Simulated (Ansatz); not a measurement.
# InPd (Pm-3m): a volume series of phonon spectra, part 3 of 4

Aim: how the vibrations of InPd shift with volume, and the expansion that follows. The starting cell is a computed one from a database.

Ansatz 0.2.0; DFT PBEsol, scalar-relativistic, plane waves, PAW.

So far, highest frequency (cm⁻¹): step 5 (phonons, V/V0 1) 174.

**9. Phonons, V/V0 0.98**

The same q-mesh and k-mesh are kept at every volume, so that much of their error can cancel in the differences.

input.yaml

```yaml
crystal:
  lattice:
    - [3.2252310252, 0.0, 0.0]
    - [0.0, 3.2252310252, 0.0]
    - [0.0, 0.0, 3.2252310252]
  atoms:
    - { symbol: In, position: [0.0, 0.0, 0.0] }
    - { symbol: Pd, position: [0.5, 0.5, 0.5] }
kpoints:
  mp_grid: { grid: [16, 16, 16] }
hamiltonian:
  xc: pbesol
scf:
  occupations: { method: methfessel_paxton, width: 0.2 }
  lower_state_search: "off"
output:
  eigenvalues: true
phonons:
  method: dfpt
  qmesh: [4, 4, 4]
  temperatures: { t_max: 1000, t_step: 50 }
  qpath:
    path:
      - [[0.0, 0.0, 0.0], [0.0, 0.5, 0.0], [0.5, 0.5, 0.0], [0.0, 0.0, 0.0], [0.5, 0.5, 0.5], [0.0, 0.5, 0.0]]
      - [[0.5, 0.5, 0.5], [0.5, 0.5, 0.0]]
    npoints: 10
```

The run is started by

```
$ ansatz run input.yaml --threads 4 --pin off --max-ram 8192MiB --backend cpu --events-out ev --progress --plain --runs-dir out
```

Numbers of over 12 decimals in the logs are rounded to 6 here.

Log:

```text
[...]
Crystal: 2 atoms, lattice volume = 33.549 Å³
Basis set: ecut = 420 eV, 691 PW (Γ), exchange–correlation on 48×48×48 points (8 copies of the dense FFT grid, shifted against one another)
Bands: 20, of which v1, the nominal top of the filled ones, is band 16 counted from 1 (15 counted from 0)
Symmetry: 48 space group operations
k-points: 165 of 4096
[...]
k-point 164: bands = [... 12 lower, 15.8140, 15.8140, 17.5790, 21.3458, 21.3458, 21.3458, 22.0928, 22.0928]
[...]
ASR residual: 5.231e-5 → 0.000e0 eV/Å²; symmetrization residual: 5.195e-6 eV/Å²
  ASR residual per site (eV/Å²): 5.64e-6 5.23e-5
  Γ frequencies (cm⁻¹): 0.00 0.00 0.00 153.51 153.51 153.51
--- Phonons (arbitrary-q DFPT): 10 irreducible q on the 4×4×4 mesh ---
[...]
interpolated dispersion: 62 rows × 6 modes
[...]
[key lines of the parts left out:]
SCF converged after 7 iterations
Free energy (F): -12433.114054 eV
Fermi energy:    17.576826 eV
```

Wall time 8.5 min (4 threads of Arm Neoverse V2, shared host); peak memory 3.9 GiB.

No LO-TO term. Phonon branches along the path, in cm⁻¹:

```
    point  branch 1  branch 2  branch 3  branch 4  branch 5  branch 6
        Γ         0         0         0       154       154       154
  halfway        55        55        89       138       138       161
        X        90        90       111       111       125       170
  halfway        63        75        96       109       164       178
        M        50        50       105       107       184       184
  halfway        30        75       100       127       147       169
        Γ         0         0         0       154       154       154
  halfway        58        58        92       154       155       155
        R       104       104       104       152       152       152
  halfway        67        68        84       132       161       175
        X        90        90       111       111       125       170
jump to R       104       104       104       152       152       152
  halfway        72        72        94       129       172       172
        M        50        50       105       107       184       184
```

The phonon branches as a text plot (rows in cm⁻¹):

```
    180 |           *******                                   ***
    173 |      *******    ****                     *******   *
    165 |   ***               *          ****     **       **
    157 |***       *       **  ************* *  *** **    *
    150 |***      *          *  ** *        ******    *   *
    142 |   *                 **    *  *          *    *   *
    134 |    *                *      **            **   *   *
    127 |     ****           *                       *   *   *
    119 |                  **                         **      *
    111 |     ********   **                             **     **
    104 |    *   *   ****    **      ***     ****       * *    **
     96 |          **    **                  *   **        ****
     88 |   *  ****        **  *        *   *    * ** **** *
     81 |         **      *              ****     *  ***    *
     73 |     *    *         *      *              * **      *
     65 |    *      *    *    *          **         *
     58 |  **       *** *       *       *                     **
     50 |             ***      *       *                        *
     42 | *              **        * **
     35 |  *               **   **
     27 | *                  ***    *
     19 |*                      **
     12 |*                       * *
      4 |                         *
         Γ      X      M          Γ            R        X|R     M
```

No mode is imaginary beyond numerical noise at the solved wavevectors. The highest zone-centre mode (no LO–TO term) moved by +6.0 % for a volume change of -2.0 %.

**10. A cell at another volume, V/V0 1.04**

Symmetry fixes every atom, so a single point at the scaled cell gives the energy and pressure of this member.

The cell differs from the one that the last finished run ended in (a 3.225 → 3.290 Å, b 3.225 → 3.290 Å, c 3.225 → 3.290 Å).

input.yaml, the sections that differ from step 9:

```yaml
crystal:
  lattice:
    - [3.289752685, 0.0, 0.0]
    - [0.0, 3.289752685, 0.0]
    - [0.0, 0.0, 3.289752685]
  atoms:
    - { symbol: In, position: [0.0, 0.0, 0.0] }
    - { symbol: Pd, position: [0.5, 0.5, 0.5] }
output:
  forces: true
  stress: true
  eigenvalues: true
# kpoints, hamiltonian, scf: as in step 9
# phonons: removed
```

Log:

```text
[...]
Crystal: 2 atoms, lattice volume = 35.603 Å³
Basis set: ecut = 420 eV, 739 PW (Γ), exchange–correlation on 48×48×48 points (8 copies of the dense FFT grid, shifted against one another)
Bands: 20, of which v1, the nominal top of the filled ones, is band 16 counted from 1 (15 counted from 0)
Symmetry: 48 space group operations
[...]
k-points: 165 of 4096
[...]
--- Band table (eV; the first three rows and the last of 165) ---
  k-point 0: bands = [... 12 lower, 13.9889, 13.9889, 13.9889, 20.3669, 20.3669, 20.3669, 25.3572, 26.6961]
  k-point 1: bands = [... 12 lower, 13.9422, 13.9422, 13.9863, 19.9049, 20.4903, 20.4903, 25.5972, 26.6749]
  k-point 2: bands = [... 12 lower, 13.8153, 13.8153, 13.9787, 18.8751, 20.8469, 20.8469, 25.8378, 26.6127]
  k-point 164: bands = [... 12 lower, 14.5971, 14.5971, 16.0278, 19.9596, 19.9596, 19.9596, 20.5474, 20.5474]
[key lines of the parts left out:]
SCF converged after 6 iterations
Free energy (F): -12433.098775 eV
Fermi energy:    16.231777 eV
P = ⅓ Tr σ = -4.7877 GPa (-47.877 kbar)
```

The job ended after 1.2 s (4 threads; peak memory 0.4 GiB; 4.2 s of CPU time).

The run ends at a pressure of -4.79 GPa.

**11. Phonons, V/V0 1.04**

Phonons at this volume give one point of F(V, T); meshes stay fixed along the series.

input.yaml, the sections that differ from step 10:

```yaml
output:
  eigenvalues: true
phonons:
  method: dfpt
  qmesh: [4, 4, 4]
  temperatures: { t_max: 1000, t_step: 50 }
  qpath:
    path:
      - [[0.0, 0.0, 0.0], [0.0, 0.5, 0.0], [0.5, 0.5, 0.0], [0.0, 0.0, 0.0], [0.5, 0.5, 0.5], [0.0, 0.5, 0.0]]
      - [[0.5, 0.5, 0.5], [0.5, 0.5, 0.0]]
    npoints: 10
# crystal, kpoints, hamiltonian, scf: as in step 10
```

Log:

```text
[...]
Crystal: 2 atoms, lattice volume = 35.603 Å³
Basis set: ecut = 420 eV, 739 PW (Γ), exchange–correlation on 48×48×48 points (8 copies of the dense FFT grid, shifted against one another)
Bands: 20, of which v1, the nominal top of the filled ones, is band 16 counted from 1 (15 counted from 0)
Symmetry: 48 space group operations
k-points: 165 of 4096
[...]
k-point 164: bands = [... 12 lower, 14.5971, 14.5971, 16.0278, 19.9596, 19.9596, 19.9596, 20.5474, 20.5474]
[...]
ASR residual: 5.131e-5 → 0.000e0 eV/Å²; symmetrization residual: 1.542e-5 eV/Å²
  ASR residual per site (eV/Å²): 3.48e-5 5.13e-5
  Γ frequencies (cm⁻¹): 0.00 0.00 0.00 128.39 128.39 128.39
--- Phonons (arbitrary-q DFPT): 10 irreducible q on the 4×4×4 mesh ---
[...]
interpolated dispersion: 62 rows × 6 modes
[...]
[key lines of the parts left out:]
SCF converged after 7 iterations
Free energy (F): -12433.098775 eV
Fermi energy:    16.231765 eV
```

It took 8.7 min on 4 threads; peak memory 4 GiB.

No LO-TO term. Phonon branches along the path, in cm⁻¹:

```
    point  branch 1  branch 2  branch 3  branch 4  branch 5  branch 6
        Γ         0         0         0       128       128       128
  halfway        43        43        73       115       115       137
        X        70        70        94        94       101       152
  halfway        51        65        78        92       138       154
        M        46        46        88        90       156       156
  halfway        27        62        78       106       129       143
        Γ         0         0         0       128       128       128
  halfway        43        43        78       131       131       132
        R        80        80        80       134       134       134
  halfway        55        57        60       114       135       151
        X        70        70        94        94       101       152
jump to R        80        80        80       134       134       134
  halfway        58        58        72       112       147       147
        M        46        46        88        90       156       156
```

The phonon branches as a text plot (rows in cm⁻¹):

```
    153 |      ************                         ******    ***
    147 |     *     **    ***                     **        **
    140 |   **             ****          ****    *         *
    134 |  *                   **       **************    *
    127 |**        *         *  ********         **   *    *
    121 |  *      *           ***   *  *           *   *    *
    114 |   *                 *      **             *        *
    108 |    **  *           *                       *  *
    101 |      **          **                         ** *    *
     94 |      *****     **                             **     *
     88 |     *  *  *****                               *       *
     81 |    *      **   *           ***      ***         *   **
     75 |   *     **      *****         *    *  **     *   ***
     68 |      *** *      ***  *         ** *    **   **** *
     62 |         * *        *      *      *      *****     *
     55 |     *    * *   *                 *       ***       *
     49 |  * *      *****     * *        **                   ***
     42 |   *           **              *
     36 | *               *    *       *
     29 |  *               ***     * **
     23 |                     ****  *
     16 |**                     *
     10 |*                       * *
      3 |                         *
         Γ      X      M          Γ            R        X|R     M
```

No mode is imaginary beyond numerical noise at the solved wavevectors. The highest zone-centre mode (no LO–TO term) moved by -11.4 % for a volume change of +4.0 %.

**12. A cell at another volume, V/V0 1.06**

Symmetry fixes every atom, so a single point at the scaled cell gives the energy and pressure of this member.

The cell differs from the one that the last finished run ended in (a 3.290 → 3.311 Å, b 3.290 → 3.311 Å, c 3.290 → 3.311 Å).

input.yaml, the sections that differ from step 11:

```yaml
crystal:
  lattice:
    - [3.3107070887, 0.0, 0.0]
    - [0.0, 3.3107070887, 0.0]
    - [0.0, 0.0, 3.3107070887]
  atoms:
    - { symbol: In, position: [0.0, 0.0, 0.0] }
    - { symbol: Pd, position: [0.5, 0.5, 0.5] }
output:
  forces: true
  stress: true
  eigenvalues: true
# kpoints, hamiltonian, scf: as in step 11
# phonons: removed
```

Log:

```text
[...]
Crystal: 2 atoms, lattice volume = 36.288 Å³
Basis set: ecut = 420 eV, 739 PW (Γ), exchange–correlation on 48×48×48 points (8 copies of the dense FFT grid, shifted against one another)
Bands: 20, of which v1, the nominal top of the filled ones, is band 16 counted from 1 (15 counted from 0)
Symmetry: 48 space group operations
[...]
k-points: 165 of 4096
[...]
--- Band table (eV; the first three rows and the last of 165) ---
  k-point 0: bands = [... 12 lower, 13.6293, 13.6293, 13.6293, 19.9352, 19.9352, 19.9352, 24.7156, 26.1685]
  k-point 1: bands = [... 12 lower, 13.5844, 13.5844, 13.6269, 19.4716, 20.0554, 20.0554, 24.9616, 26.1496]
  k-point 2: bands = [... 12 lower, 13.4623, 13.4623, 13.6201, 18.4448, 20.4031, 20.4031, 25.2254, 26.0939]
  k-point 164: bands = [... 12 lower, 14.2214, 14.2214, 15.5503, 19.5344, 19.5344, 19.5344, 20.0720, 20.0720]
[key lines of the parts left out:]
SCF converged after 6 iterations
Free energy (F): -12433.074089 eV
Fermi energy:    15.814399 eV
P = ⅓ Tr σ = -6.7209 GPa (-67.209 kbar)
```

Wall time 1.2 s (4 threads); peak memory 0.4 GiB; 4.2 s of CPU time.

The run ends at a pressure of -6.72 GPa.

**13. Lattice dynamics at this volume, V/V0 1.06**

The same q-mesh and k-mesh are kept at every volume, so that much of their error can cancel in the differences.

input.yaml, the sections that differ from step 12:

```yaml
output:
  eigenvalues: true
phonons:
  method: dfpt
  qmesh: [4, 4, 4]
  temperatures: { t_max: 1000, t_step: 50 }
  qpath:
    path:
      - [[0.0, 0.0, 0.0], [0.0, 0.5, 0.0], [0.5, 0.5, 0.0], [0.0, 0.0, 0.0], [0.5, 0.5, 0.5], [0.0, 0.5, 0.0]]
      - [[0.5, 0.5, 0.5], [0.5, 0.5, 0.0]]
    npoints: 10
# crystal, kpoints, hamiltonian, scf: as in step 12
```

Log:

```text
[...]
Crystal: 2 atoms, lattice volume = 36.288 Å³
Basis set: ecut = 420 eV, 739 PW (Γ), exchange–correlation on 48×48×48 points (8 copies of the dense FFT grid, shifted against one another)
Bands: 20, of which v1, the nominal top of the filled ones, is band 16 counted from 1 (15 counted from 0)
Symmetry: 48 space group operations
k-points: 165 of 4096
[...]
k-point 164: bands = [... 12 lower, 14.2214, 14.2214, 15.5503, 19.5344, 19.5344, 19.5344, 20.0720, 20.0720]
[...]
ASR residual: 3.810e-5 → 0.000e0 eV/Å²; symmetrization residual: 1.647e-5 eV/Å²
  ASR residual per site (eV/Å²): 3.24e-5 3.81e-5
  Γ frequencies (cm⁻¹): 0.00 0.00 0.00 120.56 120.56 120.56
--- Phonons (arbitrary-q DFPT): 10 irreducible q on the 4×4×4 mesh ---
[...]
interpolated dispersion: 62 rows × 6 modes
[...]
[key lines of the parts left out:]
SCF converged after 7 iterations
Free energy (F): -12433.074089 eV
Fermi energy:    15.814386 eV
```

Elapsed: 8.9 min, on 4 threads; peak memory 4.1 GiB.

No LO-TO term. Phonon branches along the path, in cm⁻¹:

```
    point  branch 1  branch 2  branch 3  branch 4  branch 5  branch 6
        Γ         0         0         0       121       121       121
  halfway        39        39        67       108       108       130
        X        65        65        89        89        93       146
  halfway        47        61        72        86       130       147
        M        45        45        83        84       148       148
  halfway        26        58        71        99       124       134
        Γ         0         0         0       121       121       121
  halfway        38        38        73       124       124       125
        R        73        73        73       128       128       128
  halfway        51        52        54       109       127       144
        X        65        65        89        89        93       146
jump to R        73        73        73       128       128       128
  halfway        54        54        66       106       140       140
        M        45        45        83        84       148       148
```

The phonon branches as a text plot (rows in cm⁻¹):

```
    145 |      ************                         ******    ***
    139 |     *     **    ***                     **        **
    132 |   **             ***           *****   **        *
    126 |                    ***        ********** **     *
    120 |***       *            ********          *  **    *
    114 |  *      *           ***   *  *           *        *
    108 |   *                 *      **             *  *     *
    102 |    *   *           *                       *  *
     96 |     * *          **                         ** *    *
     89 |      *****      *                             **     *
     83 |     *  *  ******                              *       *
     77 |    *      **   *           ***                       *
     71 |         **      *  **         *    ****      *  *   *
     65 |   *  *****       **  *         ** *    *    * ** ***
     59 |         * *     *  *      *      *      *   **    *
     52 |     *    * *   *                 *       ***       *
     46 |  * *      *****     * *                             ***
     40 |   *            *              ***
     34 |                 *    *       *
     28 | *                ***     * **
     22 |  *                  ****  *
     15 |**                     *
      9 |*                       * *
      3 |                         *
         Γ      X      M          Γ            R        X|R     M
```

No mode is imaginary beyond numerical noise at the solved wavevectors. The highest zone-centre mode (no LO–TO term) moved by -16.8 % for a volume change of +6.0 %.

**14. A cell at another volume, V/V0 1.085**

Symmetry fixes every atom, so a single point at the scaled cell gives the energy and pressure of this member.

The cell differs from the one that the last finished run ended in (a 3.311 → 3.337 Å, b 3.311 → 3.337 Å, c 3.311 → 3.337 Å).

input.yaml, the sections that differ from step 13:

```yaml
crystal:
  lattice:
    - [3.3365326805, 0.0, 0.0]
    - [0.0, 3.3365326805, 0.0]
    - [0.0, 0.0, 3.3365326805]
  atoms:
    - { symbol: In, position: [0.0, 0.0, 0.0] }
    - { symbol: Pd, position: [0.5, 0.5, 0.5] }
output:
  forces: true
  stress: true
  eigenvalues: true
# kpoints, hamiltonian, scf: as in step 13
# phonons: removed
```

Log:

```text
[...]
Crystal: 2 atoms, lattice volume = 37.144 Å³
Basis set: ecut = 420 eV, 739 PW (Γ), exchange–correlation on 48×48×48 points (8 copies of the dense FFT grid, shifted against one another)
Bands: 20, of which v1, the nominal top of the filled ones, is band 16 counted from 1 (15 counted from 0)
Symmetry: 48 space group operations
[...]
k-points: 165 of 4096
[...]
--- Band table (eV; the first three rows and the last of 165) ---
  k-point 0: bands = [... 12 lower, 13.1988, 13.1988, 13.1988, 19.4180, 19.4180, 19.4180, 23.9472, 25.5373]
  k-point 1: bands = [... 12 lower, 13.1560, 13.1560, 13.1967, 18.9524, 19.5344, 19.5344, 24.2001, 25.5209]
  k-point 2: bands = [... 12 lower, 13.0395, 13.0395, 13.1906, 17.9296, 19.8716, 19.8716, 24.4897, 25.4729]
  k-point 164: bands = [... 12 lower, 13.7715, 13.7715, 14.9785, 19.0263, 19.0263, 19.0263, 19.5031, 19.5031]
[key lines of the parts left out:]
SCF converged after 6 iterations
Free energy (F): -12433.032529 eV
Fermi energy:    15.313660 eV
P = ⅓ Tr σ = -8.7779 GPa (-87.779 kbar)
```

Elapsed: 1.2 s, on 4 threads; peak memory 0.4 GiB.

The run ends at a pressure of -8.78 GPa.

**15. Lattice dynamics at this volume, V/V0 1.085**

Phonons at this volume give one point of F(V, T); meshes stay fixed along the series.

input.yaml, the sections that differ from step 14:

```yaml
output:
  eigenvalues: true
phonons:
  method: dfpt
  qmesh: [4, 4, 4]
  temperatures: { t_max: 1000, t_step: 50 }
  qpath:
    path:
      - [[0.0, 0.0, 0.0], [0.0, 0.5, 0.0], [0.5, 0.5, 0.0], [0.0, 0.0, 0.0], [0.5, 0.5, 0.5], [0.0, 0.5, 0.0]]
      - [[0.5, 0.5, 0.5], [0.5, 0.5, 0.0]]
    npoints: 10
# crystal, kpoints, hamiltonian, scf: as in step 14
```

Log:

```text
[...]
Crystal: 2 atoms, lattice volume = 37.144 Å³
Basis set: ecut = 420 eV, 739 PW (Γ), exchange–correlation on 48×48×48 points (8 copies of the dense FFT grid, shifted against one another)
Bands: 20, of which v1, the nominal top of the filled ones, is band 16 counted from 1 (15 counted from 0)
Symmetry: 48 space group operations
k-points: 165 of 4096
[...]
k-point 164: bands = [... 12 lower, 13.7715, 13.7715, 14.9785, 19.0263, 19.0263, 19.0263, 19.5031, 19.5031]
[...]
ASR residual: 2.338e-5 → 0.000e0 eV/Å²; symmetrization residual: 1.825e-5 eV/Å²
  ASR residual per site (eV/Å²): 1.70e-5 2.34e-5
  Γ frequencies (cm⁻¹): 0.00 0.00 0.00 111.11 111.11 111.11
--- Phonons (arbitrary-q DFPT): 10 irreducible q on the 4×4×4 mesh ---
[...]
interpolated dispersion: 62 rows × 6 modes
[...]
[key lines of the parts left out:]
SCF converged after 8 iterations
Free energy (F): -12433.032529 eV
Fermi energy:    15.313644 eV
```

Wall time 9 min (4 threads); peak memory 4.1 GiB.

No mode is imaginary beyond numerical noise at the solved wavevectors. The highest zone-centre mode (no LO–TO term) moved by -23.3 % for a volume change of +8.5 %.

[end of part 3 of 4]

[Logs are printed without paths, hosts, clocks, repeated set-up lines and the standing remarks that a program may print on its own settings, such as how far it seeks lower states.]

[Hosts, paths, dates, database ids (printed as entryN), source tags and the programs' standing remarks are cut or masked in the printed files.]

[A step with changed settings may run another functional than the one named; its input shows which.]

[Of the runs on displaced cells, only some may be shown.]
